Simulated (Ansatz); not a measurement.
# Σ5 (310) boundary in bcc Ta, starting shift (0.33, 0): structure and resistance, part 3 of 3

Wanted: what the Σ5 (310) boundary in bcc Ta, starting shift (0.33, 0) costs an interconnect.

Ansatz 0.2.0; Ansatz plane-wave DFT, PBE, PAW files; relaxation of a bicrystal slab with its lowest layers held; PAW set soft_1 (the session's first sound run).

So far. Step 3 (Transmission across the boundary): Over the solved energies the transmission per spin lies between 1.63 and 1.98, out of 3.93 channels of the lead on average (up to 4.29). Step 4 (Specific resistance): Averaged over the energies near the Fermi level, 45.7 % of the channels pass, which makes 0.672 fΩ m².

## (5) Single-crystal slab for reference

The free faces cost energy too. A single-crystal slab with the same faces and held layers is relaxed, so that they cancel.

This step: Ansatz plane-wave DFT, PBE, PAW files; relaxation of a single-crystal slab with its lowest layers held; PAW set soft_1 (Ansatz 0.2.0).

System of this step: Ta slab, plane (3, 1, 0). The cell holds 19 atoms: 19 Ta. Its edges and angles: a = 5.477 Å, b = 3.303 Å, c = 29.799 Å, α = 90.0°, β = 90.0°, γ = 72.5°. It derives from Ta. Vacuum lies along c.

The input, input.yaml:

```yaml
crystal:
  lattice:
    - [5.4766761838, 0.0, 0.0]
    - [0.9957593061, 3.1488674087, 0.0]
    - [0.0, 0.0, 29.7985010762]
  atoms:
    - { symbol: Ta, position: [0.7999999998, 0.6000000001, 0.1677936748] }
    - { symbol: Ta, position: [0.1999999998, 0.9000000001, 0.2028411146] }
    - { symbol: Ta, position: [0.5999999998, 0.2000000001, 0.2378885543] }
    - { symbol: Ta, position: [0.9999999999, 0.5, 0.2729359941] }
    - { symbol: Ta, position: [0.3999999999, 0.8, 0.3079834338] }
    - { symbol: Ta, position: [0.7999999999, 0.1, 0.3430308735] }
    - { symbol: Ta, position: [0.1999999999, 0.4, 0.3780783133] }
    - { symbol: Ta, position: [0.5999999999, 0.7, 0.413125753] }
    - { symbol: Ta, position: [0.9999999999, 0.0, 0.4481731928] }
    - { symbol: Ta, position: [0.3999999999, 0.3, 0.4832206325] }
    - { symbol: Ta, position: [0.7999999999, 0.6, 0.5182680723] }
    - { symbol: Ta, position: [0.1999999999, 0.9, 0.553315512] }
    - { symbol: Ta, position: [0.5999999999, 0.2, 0.5883629517] }
    - { symbol: Ta, position: [1.0, 0.5, 0.6234103915] }
    - { symbol: Ta, position: [0.4, 0.8, 0.6584578312] }
    - { symbol: Ta, position: [0.8, 0.1, 0.693505271] }
    - { symbol: Ta, position: [0.2, 0.4, 0.7285527107] }
    - { symbol: Ta, position: [0.6, 0.7, 0.7636001505] }
    - { symbol: Ta, position: [0.0, 0.0, 0.7986475902] }
kpoints:
  mp_grid: { grid: [7, 7, 1] }
hamiltonian:
  xc: pbe
  pseudopotentials: { kind: paw, azcp: { folder: soft_1 } }
scf:
  occupations: { method: fermi_dirac, width: 0.1 }
relax:
  f_tol: 0.03
  max_steps: 80
  constraints: [{ sites: [0, 1, 2] }]
```

The run is started by

```
ansatz run input.yaml --threads 4 --pin off --max-ram 15360MiB --backend cpu --events-out ev --progress --plain --runs-dir out
```

Numbers of over 12 decimals in the logs are rounded to 6 here.

Output:

```text
Warning: crystal.symmetry: narrowed to the stabiliser of the relax constraints — unitary ops 4 → 2; lowered at sites 0, 1, 2, 16, 17, 18 (the operations that carried what is held of a site onto what its image site leaves free; the constrained walk keeps no symmetry that its constraints do not admit)
[...]
Crystal: 19 atoms, lattice volume = 513.885 Å³
Basis set: ecut = 420 eV, 10051 PW (Γ), exchange–correlation on 80×48×400 points (8 copies of the dense FFT grid, shifted against one another)
Bands: 149, of which v1, the nominal top of the filled ones, is band 124 counted from 1 (123 counted from 0)
Symmetry: 2 space group operations
k-points: 16 of 49 (time reversal used)
[...]
SCF iter   1: F=—  HF=-188737.924590 eV  |F-HF|=—  |Δ(HF+E_count)|=         —  Δρ=5.30e-2  dr2=4.91e2  ethr=3.10e-3  ⟨swp⟩=9.1  Hψ=11044  notcnv=0  defer=14
[...]
SCF iter  11: F=-188725.868027 eV  HF=-188725.868028 eV  |F-HF|=4.64e-7  |Δ(HF+E_count)|=   2.98e-6  Δρ=7.01e-6  dr2=7.53e-7  ethr=2.71e-9  ⟨swp⟩=4.6  Hψ=7054  notcnv=0
SCF 1 converged in 11 iterations: F = -188725.868027 eV  dr2 = 7.53e-7
[...]
relax step   1: F+E_penalty+E_count = -188725.86802736 eV  Δ(F+E_penalty+E_count) = +0.000e0 eV  max|allowed force component| = 1.667e0 eV/Å  Δτ_max = 0.0000 Å  (11 SCF iters, dr2 threshold 2.25e-5 eV, accepted)
[...]
SCF iter   6: F=-188726.072224 eV  HF=-188726.072245 eV  |F-HF|=2.09e-5  |Δ(HF+E_count)|=   1.18e-6  Δρ=3.77e-5  dr2=3.12e-5  ethr=4.05e-8  ⟨swp⟩=3.0  Hψ=9329  notcnv=0
SCF 2 converged in 6 iterations: F = -188726.072224 eV  dr2 = 3.12e-5
relax step   2: F+E_penalty+E_count = -188726.07222440 eV  Δ(F+E_penalty+E_count) = -2.042e-1 eV  max|allowed force component| = 7.752e-1 eV/Å  Δτ_max = 0.1949 Å  (6 SCF iters, dr2 threshold 1.00e-4 eV, accepted)
[...]
SCF iter   6: F=-188726.126757 eV  HF=-188726.126765 eV  |F-HF|=8.39e-6  |Δ(HF+E_count)|=   1.68e-5  Δρ=2.85e-5  dr2=1.83e-5  ethr=1.52e-8  ⟨swp⟩=3.0  Hψ=9416  notcnv=0
SCF 3 converged in 6 iterations: F = -188726.126757 eV  dr2 = 1.83e-5
relax step   3: F+E_penalty+E_count = -188726.12675693 eV  Δ(F+E_penalty+E_count) = -5.453e-2 eV  max|allowed force component| = 1.726e-1 eV/Å  Δτ_max = 0.1780 Å  (6 SCF iters, dr2 threshold 3.76e-5 eV, accepted)
[...]
relax step   4: F+E_penalty+E_count = -188726.13239027 eV  Δ(F+E_penalty+E_count) = -5.633e-3 eV  max|allowed force component| = 6.662e-2 eV/Å  Δτ_max = 0.0255 Å  (6 SCF iters, dr2 threshold 1.86e-6 eV, accepted)
SCF iter   1: F=—  HF=-188726.135548 eV  |F-HF|=—  |Δ(HF+E_count)|=         —  Δρ=9.82e-4  dr2=4.26e-2  ethr=6.90e-4  ⟨swp⟩=2.5  Hψ=3209  notcnv=0  defer=15
[...]
SCF iter   7: F=-188726.133696 eV  HF=-188726.133696 eV  |F-HF|=8.79e-9  |Δ(HF+E_count)|=   1.09e-8  Δρ=1.04e-6  dr2=2.15e-8  ethr=4.05e-11  ⟨swp⟩=5.1  Hψ=8768  notcnv=0
SCF 5 converged in 7 iterations: F = -188726.133696 eV  dr2 = 2.15e-8
relax step   5: F+E_penalty+E_count = -188726.13369571 eV  Δ(F+E_penalty+E_count) = -1.305e-3 eV  max|allowed force component| = 2.080e-2 eV/Å  Δτ_max = 0.0251 Å  (7 SCF iters, accepted)
SCF converged after 7 iterations
Free energy (F): -188726.133696 eV
[...]
Internal energy: -188725.343789 eV  (E = F + TS)
E sigma→0 (E₀):  -188725.738742 eV
Entropy (-TS):   -0.789907 eV (-41.574 meV/atom)
Fermi energy:    11.216951 eV
[...]
--- Forces (eV/Å), atoms counted from 1 ---
  atom   1  Ta    -0.02797231     0.00884562     1.65937490
  atom   2  Ta    -0.47758555     0.15102581    -0.72275865
  atom   3  Ta     0.49563349    -0.15673307    -0.93586264
  atom   4  Ta    -0.00142599     0.00045094    -0.00006297
  atom   5  Ta     0.00176488    -0.00055811     0.00163294
  atom   6  Ta     0.00397760    -0.00125783     0.00563187
  atom   7  Ta    -0.00040321     0.00012751    -0.00171893
  atom   8  Ta     0.00052465    -0.00016591    -0.00350124
  atom   9  Ta    -0.00131805     0.00041680    -0.00219694
  atom  10  Ta     0.00208936    -0.00066071    -0.00104213
  atom  11  Ta    -0.00026795     0.00008473    -0.00031347
  atom  12  Ta    -0.00287222     0.00090828     0.00792519
  atom  13  Ta     0.00718259    -0.00227134    -0.00625841
  atom  14  Ta    -0.00104502     0.00033046    -0.00996915
  atom  15  Ta    -0.00450689     0.00142520     0.00168042
  atom  16  Ta    -0.00583047     0.00184376     0.01309602
  atom  17  Ta    -0.00494760     0.00156457    -0.02079984
  atom  18  Ta     0.01702012    -0.00538223    -0.00265157
  atom  19  Ta    -0.00002634     0.00000833     0.01778034
  max |Σ_I F_I| component: 1.43e-5 eV/Å
--- Relaxed structure (5 steps of the walk, 5 accepted, 0 SCFs on fresh bases) ---
  F+E_penalty+E_count = -188726.13369571 eV   max|allowed force component| = 2.080e-2 eV/Å
  atoms:
    - { symbol: Ta, position: [0.800000, 0.600000, 0.167794] }
    - { symbol: Ta, position: [0.200000, 0.900000, 0.202841] }
    - { symbol: Ta, position: [0.600000, 0.200000, 0.237889] }
    - { symbol: Ta, position: [0.998379, 0.500811, 0.271490] }
    - { symbol: Ta, position: [0.395788, 0.802106, 0.308433] }
    - { symbol: Ta, position: [0.800888, 0.099556, 0.343641] }
    - { symbol: Ta, position: [0.201634, 0.399183, 0.379243] }
    - { symbol: Ta, position: [0.601104, 0.699448, 0.414570] }
    - { symbol: Ta, position: [1.001334, -0.000666757, 0.450014] }
    - { symbol: Ta, position: [0.402123, 0.298938, 0.485539] }
    - { symbol: Ta, position: [0.802786, 0.598607, 0.521089] }
    - { symbol: Ta, position: [0.203840, 0.898080, 0.556578] }
    - { symbol: Ta, position: [0.603125, 0.198438, 0.592082] }
    - { symbol: Ta, position: [1.003375, 0.498313, 0.627248] }
    - { symbol: Ta, position: [0.407273, 0.796364, 0.662360] }
    - { symbol: Ta, position: [0.805632, 0.097184, 0.699983] }
    - { symbol: Ta, position: [0.208113, 0.395943, 0.733614] }
    - { symbol: Ta, position: [0.620851, 0.689575, 0.770194] }
    - { symbol: Ta, position: [0.024663, -0.012331, 0.797193] }
```

Wall time 4.2 min (4 threads of Arm Neoverse V1, shared host); peak memory 2.1 GiB.

Step by step:

```tsv
step	energy less that of the first step (eV)	largest force component (eV/Å)
1	0.0000	1.6675
2	-0.2042	0.7752
3	-0.2587	0.1726
4	-0.2644	0.0666
5	-0.2657	0.0208
```

The atoms that moved most (Å):

```tsv
atom	dx	dy	dz	length
Ta18	0.104	-0.033	0.196	0.225
Ta16	0.028	-0.009	0.193	0.195
Ta17	0.040	-0.013	0.151	0.157
Ta19	0.123	-0.039	-0.043	0.136
Ta15	0.036	-0.011	0.116	0.122
Ta14	0.017	-0.005	0.114	0.116
Ta13	0.016	-0.005	0.111	0.112
Ta12	0.019	-0.006	0.097	0.099
```

The relaxed structure:

```xyz
19
Lattice="5.4767 0.0000 0.0000 0.9958 3.1489 0.0000 0.0000 0.0000 29.7985" Properties=species:S:1:pos:R:3
Ta    4.9788    1.8893    5.0000
Ta    1.9915    2.8340    6.0444
Ta    3.4852    0.6298    7.0887
Ta    5.9665    1.5770    8.0900
Ta    2.9663    2.5257    9.1908
Ta    4.4853    0.3135   10.2400
Ta    1.5018    1.2570   11.3009
Ta    3.9885    2.2025   12.3536
Ta    5.4833   -0.0021   13.4097
Ta    2.5000    0.9413   14.4683
Ta    4.9927    1.8849   15.5277
Ta    2.0106    2.8279   16.5852
Ta    3.5007    0.6249   17.6432
Ta    5.9914    1.5691   18.6910
Ta    3.0235    2.5076   19.7373
Ta    4.5090    0.3060   20.8584
Ta    1.5340    1.2468   21.8606
Ta    4.0868    2.1714   22.9506
Ta    0.1228   -0.0388   23.7552
```

Numbers from this step:

| Item | Value |
| --- | --- |
| free energy | -188726.1337 eV |
| energy at zero smearing | -188725.7387 eV |
| Fermi energy | 11.22 eV |

The largest force component on a free atom ends at 0.021 eV/Å, under the tolerance of 0.03, after 5 steps.

## (6) Bulk reference

The perfect crystal gives the energy per atom, for the atoms by which bicrystal and slab differ.

This step: Ansatz plane-wave DFT, PBE, PAW files; bulk reference; PAW set soft_1 (Ansatz 0.2.0).

System of this step: Ta. Symmetry: Im-3m, No. 229, cubic system. Conventional cell: a = 3.303 Å, b = 3.303 Å, c = 3.303 Å, α = 90.00°, β = 90.00°, γ = 90.00°. Nearest to Ta lie 8 Ta at 2.86 Å.

input.yaml, the sections that differ from step 5:

```yaml
crystal:
  lattice:
    - [-1.65128, 1.65128, 1.65128]
    - [1.65128, -1.65128, 1.65128]
    - [1.65128, 1.65128, -1.65128]
  atoms:
    - { symbol: Ta, position: [0.0, 0.0, 0.0] }
kpoints:
  mp_grid: { grid: [18, 18, 18] }
# hamiltonian, scf: as in step 5
# relax: removed
```

Output:

```text
[...]
Crystal: 1 atoms, lattice volume = 18.010 Å³
Basis set: ecut = 420 eV, 369 PW (Γ)
Bands: 11, of which v1, the nominal top of the filled ones, is band 7 counted from 1 (6 counted from 0)
Symmetry: 48 space group operations
[...]
k-points: 195 of 5832
[...]
SCF iter   1: F=—  HF=-9933.363882 eV  |F-HF|=—  |Δ(HF+E_count)|=         —  Δρ=4.14e-2  dr2=3.21e-1  ethr=3.10e-3  ⟨swp⟩=5.0  Hψ=11058  notcnv=0
[...]
SCF iter   6: F=-9933.251922 eV  HF=-9933.251922 eV  |F-HF|=3.15e-10  |Δ(HF+E_count)|=   6.80e-9  Δρ=3.42e-6  dr2=5.94e-10  ethr=2.68e-10  ⟨swp⟩=1.0  Hψ=5631  notcnv=0
SCF 1 converged in 6 iterations: F = -9933.251922 eV  dr2 = 5.94e-10
[...]
SCF converged after 6 iterations
Free energy (F): -9933.251922 eV
[...]
Internal energy: -9933.208950 eV  (E = F + TS)
E sigma→0 (E₀):  -9933.230436 eV
Entropy (-TS):   -0.042971 eV (-42.971 meV/atom)
Fermi energy:    18.517834 eV
[...]
```

Run time: 0.62 s. Hardware: 4 threads; peak memory 0.28 GiB.

This step gave:

- free energy: -9933.2519 eV
- energy at zero smearing: -9933.2304 eV
- Fermi energy: 18.52 eV

## (7) Boundary energy

This step: Ansatz plane-wave DFT, PBE, PAW files; bicrystal less single-crystal slab less bulk atoms, a boundary area; PAW set soft_1 (Ansatz 0.2.0).

This step gave:

```yaml
excess_energy_of_the_cell: 1.529 eV
boundary_energy: 1.421 J/m²
```

The boundary costs 1.4 J/m².

By hand: 1.53 eV / 17.25 Å² × 16.02 = 1.42 J/m².

## (8) What came out

| Quantity | Value |
| --- | --- |
| specific resistance of the boundary | 0.672 fΩ m² |
| share of channels that pass | 0.457 |
| boundary energy | 1.42 J/m² |

**Reading.** The boundary has a specific resistance of 0.67 fΩ m² and an energy of 1.4 J/m². The boundary reflects 54 % of the channels; 0.67 fΩ m² is 6.7×10⁻¹² Ω·cm². That equals the resistance of 5.0 nm of bulk Ta at 300 K (measured 13.5 µΩ cm, CRC Handbook of Chemistry and Physics, 84th ed., 2003, Electrical Resistivity of Pure Metals). One starting structure was relaxed; another shift or atom count at the boundary may lie lower. Spin-orbit coupling is left out, which matters for Ta.

[Logs are printed without paths, hosts, clocks, repeated set-up lines and the standing remarks that a program may print on its own settings, such as how far it seeks lower states.]

[Hosts, paths, dates, database ids (printed as entryN), source tags and the programs' standing remarks are cut or masked in the printed files.]
